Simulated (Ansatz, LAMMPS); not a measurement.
# Gap against volume in glassy CaAl2Si6O16 (125 atoms)

Density of this cell: 2.59 g/cm³. The cell holds 125 atoms: 10 Al, 5 Ca, 80 O and 30 Si. Cell: a = 11.846 Å, b = 11.917 Å, c = 11.782 Å, α = 88.9°, β = 93.2°, γ = 89.9°. The starting structure: 125 atoms (10 Al, 5 Ca, 80 O, 30 Si) placed at random at 2.61 g/cm³, melted at 4500 K for 20 ps at fixed volume with the Morse and Coulomb pair potential with partial charges (Pedone, Malavasi, Menziani, Cormack and Segre, J. Phys. Chem. B 110, 11780 (2006)). Quenched from 4500 K to 300 K at 20 K/ps and fixed volume, held 20 ps at zero pressure.

Calculated with Ansatz 0.2.0: Kohn-Sham DFT, revPBE, PAW (set soft_2), plane waves; cutoff 420 eV, Γ point, fermi-dirac smearing of 0.05 eV. The relaxed cell was scaled evenly and the atoms were relaxed at each volume. The gap is that between the highest filled and the lowest empty Kohn-Sham level on the run's k-points.

| volume (Å³/atom) | gap (eV) |
| --- | --- |
| 11.955 | 4.547 |
| 12.486 | ? |
| 12.885 | 4.248 |
| 13.284 | 4.064 |
| 13.682 | 3.886 |
| 14.081 | 3.778 |

**Question.** Fit a straight line in ln V to the rows given and interpolate to the withheld row.

**Working.**

A volume deformation potential makes the spacing linear in u = ln(V/V0), with V0 = 13.284 Å³ the relaxed volume; v is the spacing.

```
u = ln(V/V0)  v (eV)
   -0.105361  4.5471
  -0.0304588  4.2483
           0  4.0643
   0.0295591  3.8859
   0.0582686  3.7784
```

With n = 5: mean u = -0.00959849, mean v = 4.1048, Σ(u − ū)² = 0.015837, Σ(u − ū)(v − v̄) = -0.076462. Slope b = -0.076462 / 0.015837 = -4.8280; intercept a = v̄ − b ū = 4.0585.

At the withheld volume u = -0.06188, and v = a + b u.

Prediction at 12.486: 4.357 eV. The run gave 4.379 eV, so the fit is low by 0.022 eV (0.49 % of the value).

The slope, -4.83 eV, says that the spacing narrows on expansion. Among the rows given, the largest miss of the fit is at 12.885, by 0.043 eV (5.6 % of the range of the table).

Limits: The table spans 16 % in volume, wide for a linear law. Semilocal functionals tend to put gaps under measured ones. Only the Γ point is sampled. Atoms move by up to 1.3 Å in these relaxations, so the structure changes along the series. Defect or tail levels can set the spacing of a disordered cell.

[Logs are printed without paths, hosts, clocks, repeated set-up lines and the standing remarks that a program may print on its own settings, such as how far it seeks lower states.]

[Hosts, paths, dates, database ids (printed as entryN), source tags and the programs' standing remarks are cut or masked in the printed files.]
